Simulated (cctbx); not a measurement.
## Interatomic vectors of YTm2Mn2GaSn6

Space group Pbam (no. 55), a = 10.3670 Å, b = 11.5410 Å, c = 9.1350 Å, α = 90.00°, β = 90.00°, γ = 90.00°, content Tm8 Sn24 Y4 Ga4 Mn8.

The data are simulated with cctbx, not measured: Mo Kα, λ = 0.71073 Å, to d = 0.65 Å, 50 % of the full sphere, strongest reflection 5000 counts, noise from counting, a 6 % proportional error and a noise floor of 8 counts (s.d.); no absorption.

Patterson synthesis, origin scaled to 1000:

```text
Patterson group P m m m
      u       v       w   height  length (A)
  0.000   0.000   0.000   1000.0     0.00
  0.000   0.000   0.500    618.6     4.57
  0.164   0.500   0.000    392.2     6.01
  0.163   0.500   0.500    236.2     7.55
  0.500   0.420   0.000    224.8     7.09
  0.465   0.135   0.249    218.5     5.55
  0.295   0.350   0.249    205.6     5.56
  0.208   0.070   0.249    174.9     3.24
  0.373   0.407   0.253    172.0     6.51
  0.500   0.419   0.500    148.6     8.43
  0.085   0.277   0.000    144.7     3.32
  0.336   0.070   0.000    135.9     3.58
  0.000   0.000   0.331    132.4     3.02
  0.083   0.271   0.500    130.1     5.60
```

**Question.** Which atom pairs make the peaks, and where is the heaviest atom?

A peak at u stands for all pairs with xi − xj = u, with weight Σ ZiZj against Σ Z² = 113016 at the origin. Peak heights follow these weights only roughly, since form factors, motion and series ripples differ, all vectors within 0.55 Å of a peak are counted as merged into it though the farther ones add only part of their weight, and F(000) is left out, which lowers the whole map:

| u | v | w | shortest length (Å) | height | 1000 ΣZiZj/ΣZ² | pairs in the cell |
| --- | --- | --- | --- | --- | --- | --- |
| 0.000 | 0.000 | 0.500 | 4.57 | 619 | 769 | 16 × Sn–Sn, 8 × Tm–Tm, 8 × Mn–Mn, 4 × Ga–Ga |
| 0.164 | 0.500 | 0.000 | 6.02 | 392 | 634 | 12 × Sn–Sn, 4 × Tm–Tm, 8 × Tm–Ga, 2 × Y–Y, 4 × Mn–Mn |
| 0.163 | 0.500 | 0.500 | 7.55 | 236 | 519 | 8 × Sn–Sn, 4 × Tm–Tm, 8 × Tm–Ga, 4 × Mn–Mn |
| 0.500 | 0.420 | 0.000 | 7.10 | 225 | 238 | 4 × Tm–Tm, 4 × Sn–Y |
| 0.465 | 0.135 | 0.249 | 5.55 | 218 | 361 | 4 × Tm–Sn, 4 × Tm–Y, 8 × Sn–Mn, 4 × Sn–Ga |
| 0.295 | 0.350 | 0.249 | 5.55 | 206 | 357 | 8 × Tm–Sn, 2 × Tm–Y, 4 × Sn–Mn, 2 × Y–Ga |
| 0.208 | 0.070 | 0.249 | 3.24 | 175 | 279 | 8 × Tm–Sn, 4 × Y–Mn |
| 0.373 | 0.407 | 0.253 | 6.51 | 172 | 221 | 4 × Tm–Sn, 4 × Sn–Ga, 4 × Sn–Mn |
| 0.500 | 0.419 | 0.500 | 8.43 | 149 | 238 | 4 × Tm–Tm, 4 × Sn–Y |
| 0.085 | 0.277 | 0.000 | 3.32 | 145 | 256 | 6 × Sn–Sn, 4 × Tm–Mn, 2 × Sn–Y, 4 × Ga–Mn |

The table stops at ten peaks or at a height of 45, below which ripples compete. In the model behind the data Tm, the heaviest element, has 1 independent site: (0.3292, 0.0402, 0.2373), up to an allowed shift of origin; the Tm–Tm vectors are differences of these positions and their symmetry mates. The whole model:

```csv
atom,mult.,x,y,z,Ueq (Å²)
Tm1,8,0.3292,0.0402,0.2373,0.0108
Sn1,4,0.8716,0.8985,0,0.0147
Sn2,4,0.8704,0.9133,1/2,0.0095
Sn3,4,0.9569,0.6219,0,0.0227
Sn4,4,0.9536,0.6328,1/2,0.0100
Sn5,8,0.3342,0.3191,0.3376,0.0204
Y1,4,0.6678,0.6828,0,0.0214
Ga1,4,0,0,1/4,0.0176
Mn1,8,0.0844,0.2399,0.2445,0.0388
```

The model is made up (kin elements in a known structure type, no relaxation), so it says nothing on whether the phase exists.

[Logs are printed without paths, hosts, clocks, repeated set-up lines and the standing remarks that a program may print on its own settings, such as how far it seeks lower states.]
